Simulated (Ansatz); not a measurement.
Two G0W0 runs on Si2MoAs4 (MoSi2N4-type monolayer).

The cell holds 7 atoms: 1 Mo, 4 As and 2 Si. Its edges and angles: a = 3.620 Å, b = 3.620 Å, c = 43.000 Å, α = 90.0°, β = 90.0°, γ = 120.0°. Vacuum lies along c.

```xyz
7
Lattice="3.6204 0.0000 0.0000 -1.8102 3.1353 0.0000 0.0000 0.0000 43.0000" Properties=species:S:1:pos:R:3
Mo    0.0000    0.0000   21.5000
As    0.0000    2.0902   22.9938
As    0.0000    2.0902   20.0062
Si    0.0000    2.0902   25.3484
Si    0.0000    2.0902   17.6516
As    1.8102    1.0451   26.4596
As    1.8102    1.0451   16.5404
```

The structure was relaxed with PBE. The runs that relaxed it are not among those shown.

The first (Ansatz 0.2.0; start PBE, 6×6×1 mesh, 269 empty bands, screening to 39 eV, PAW set soft_1 files; 4 threads of Arm Neoverse V1, shared host) gave, on its mesh: starting gap 0.59 eV, G0W0 gap 0.95 eV, mean of 1 + 4πα/V (set by the cell height) 5.54, 3.8 min.

**Question.** The second changes frequency model from contour deformation to plasmon pole. What does it give?

It gave: starting gap 0.59 eV, G0W0 gap 0.94 eV, mean of 1 + 4πα/V (set by the cell height) 5.54, 3.3 min. The G0W0 gap moves by −0.01 eV, +0.00 eV from the start and −0.01 eV from the correction. Σc changes by +0.02 eV at the valence top and +0.003 eV at the conduction bottom, and Σx − Vxc between them by +0.00 eV.

Limits: not at the basis limit; coarse mesh for a sheet; no spin-orbit coupling.

[Paths, hosts, dates, memory and timing lines, banners, echoed tables and standing remarks are left out of the program output.]

[Logs are printed without paths, hosts, clocks, repeated set-up lines and the standing remarks that a program may print on its own settings, such as how far it seeks lower states.]

[Runs of the session that timed out or met a known fault of the program may be left out.]

[Cells called generated may have been cut or substituted from an entry of the Crystallography Open Database or the Materials Project.]

[Hosts, paths, dates, database ids (printed as entryN), source tags and the programs' standing remarks are cut or masked in the printed files.]
